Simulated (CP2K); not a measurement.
Consider water hexamer at its PBE geometry (Å).

```xyz
18

O     0.6619    0.9635    2.3428
O    -1.8724   -1.8429   -0.1776
O     2.2786    1.3158    0.1828
O    -1.1514   -0.3984   -2.3452
O     1.1917    0.9544   -2.2540
O    -1.2456   -0.8517    2.2547
H     0.3251    1.8598    2.4988
H     1.2494    1.0583    1.5341
H    -1.6403   -1.5070    0.7365
H    -1.5674   -2.7638   -0.1906
H     1.9073    1.1884   -0.7362
H     3.0820    0.7729    0.2052
H    -1.3787   -0.9381   -1.5307
H    -1.9218    0.1770   -2.4764
H     0.3310    0.4449   -2.3139
H     1.5417    1.0190   -3.1552
H    -1.2847   -1.2775    3.1242
H    -0.5064   -0.1746    2.3007
```

Method: CP2K XAS_TDP, all-electron GAPW, PBEh(45%), aug-cc-pVDZ, TDA, no relativity.

Where do the O K-edge lines lie, and how strong are they?

Leading lines: O1 530.07 eV, O2 529.94 eV, O3 529.96 eV and O4 529.99 eV. The leading line of an atom is its first one with 35 % of the strongest within 2.5 eV of its lowest line over the strength cut. 

The first six lines of each atom with a strength over 0.0015:

```
                                       atom  energy (eV)  states  strength, one atom
O1 (bonded to 2 H, gives 1 H bond, takes 1)       530.07       1              0.0138
                                                  531.56       1              0.0082
                                                  531.86       1              0.0043
                                                  532.20       1              0.0028
                                                  532.92       1              0.0066
                                                  532.98       1              0.0030
O2 (bonded to 2 H, gives 1 H bond, takes 1)       529.94       1              0.0141
                                                  531.51       1              0.0072
                                                  531.78       1              0.0047
                                                  532.11       1              0.0025
                                                  532.80       1              0.0070
                                                  533.00       1              0.0032
O3 (bonded to 2 H, gives 1 H bond, takes 1)       529.96       1              0.0139
                                                  531.53       1              0.0076
                                                  531.79       1              0.0049
                                                  532.14       1              0.0025
                                                  532.83       1              0.0068
                                                  533.04       1              0.0030
O4 (bonded to 2 H, gives 1 H bond, takes 1)       529.99       1              0.0134
                                                  531.45       1              0.0080
                                                  531.72       1              0.0043
                                                  532.08       1              0.0027
                                                  532.80       1              0.0062
                                                  532.85       1              0.0035
```

Lines are vertical, at one geometry, with no vibrational structure. Without a correction of the core level, line positions, and the gaps between valence and Rydberg lines, follow the share of exact exchange. At this level such K lines come out 3 to 6 eV under measured ones. These values hold no scalar relativity, about 0.4 eV for O 1s. Rydberg lines, and the discretised continuum above threshold, depend on the basis and the box. This is one low-energy arrangement of the cluster, relaxed without a dispersion correction; others exist.

[Banner, clock and machine lines of the logs are left out without a mark of their own.]

[Logs are printed without paths, hosts, clocks, repeated set-up lines and the standing remarks that a program may print on its own settings, such as how far it seeks lower states.]

[Hosts, paths, dates, database ids (printed as entryN), source tags and the programs' standing remarks are cut or masked in the printed files.]
